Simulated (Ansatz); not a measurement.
# Tunnelling decay and corrugation (ordered overlayer): Ag(111)-c(4x2)-Na, fcc site; Cu(111)-(√3×√3)R30°-C, hcp site; and others

A simple barrier model says that the current falls as exp(−2κz) with κ = 0.512 √φ (Å⁻¹, φ in eV). How well does that hold over real surfaces, and how fast does atomic contrast fade as the tip draws back?

How it was computed: Ansatz 0.2.0, plane waves with PAW datasets (its set soft_2), functional as listed; relaxed slabs, Tersoff-Hamann images of the filled states within the window listed under the Fermi level. κ is fitted to the planar mean between 3 and 5 Å over the top atom; the model's barrier is the work function plus half the window. A setpoint is the mean density at the height named.

The runs side by side:

```tsv
surface	functional	work function (eV)	window (eV)	κ, model (Å⁻¹)	κ, fitted (Å⁻¹)	near setpoint (Å): corrugation (Å)	far setpoint (Å): corrugation (Å)
Ag(111)-c(4x2)-Na, fcc site	PBE	1.95	0.20	0.73	0.68	3: 1.362	5: 0.490
Pt(111)-(2x2)-Ce, fcc site	PBE	2.07	0.20	0.75	0.70	2.5: 1.266	4: 0.521
Au(111)-(2x1)-Pb, bridge site	PBE-D3(BJ)	3.53	0.50	1.00	1.07	3: 0.616	5: 0.230
Be(0001)-(√3×√3)R30°-Cl, hcp site	PBEsol	3.82	0.40	1.03	1.20	3: 0.416	5: 0.139
Rh(110)-(2x1)-Mn, hollow site	LDA	4.22	0.50	1.08	1.11	3: 0.634	5: 0.254
V(100)-c(2x2)-Se, hollow site	PBE-D3(BJ)	4.23	0.50	1.08	1.31	3: 0.705	4.5: 0.464
Hf(0001)-c(4x2)-Sb, hcp site	PBE-D3(BJ)	4.65	0.40	1.13	1.24	3: 1.549	5: 1.010
Cu(100)-(3x1)-S, hollow site	PBE-D3(BJ)	4.94	0.40	1.16	1.31	2.5: 1.238	4: 0.981
Pd(100)-c(2x2)-S, top site	PBE	5.45	0.30	1.21	1.31	3: 0.334	4.5: 0.135
Cu(111)-(√3×√3)R30°-C, hcp site	PBE	5.50	0.50	1.23	1.42	3: 0.673	5: 0.373
```

**Reading.** The fitted κ is 0.93 to 1.21 times the model's, and larger in 8 of 10. Momentum along the surface adds to κ² and raises it, while a barrier that has not reached its full height this near the surface lowers it. Worked for Ag(111)-c(4x2)-Na, fcc site: 0.512 × √(1.95 + 0.10) = 0.73 Å⁻¹; with the fitted 0.68 Å⁻¹ the current falls by exp(2 × 0.68) = 3.9 per Å. Where it is still over 0.005 Å at the far setpoint (10 rows), the corrugation falls by a factor of 1.2 to 1.8 per Å.

**Limits.** The model has an s-wave tip and no forces between tip and sample. Semilocal potentials reach the vacuum level too fast, without an image tail. The surfaces are built from prototypes and need not be the stable ones; functionals, windows and heights differ between rows (the narrowest window from 0.2 eV on is taken, and runs with charge in the vacuum are left out), and rows with Cr, Mn, Fe, Co, Ni or Gd rest on one magnetic start or none. The table is a selection: not every member that was run is listed.

[Logs are printed without paths, hosts, clocks, repeated set-up lines and the standing remarks that a program may print on its own settings, such as how far it seeks lower states.]
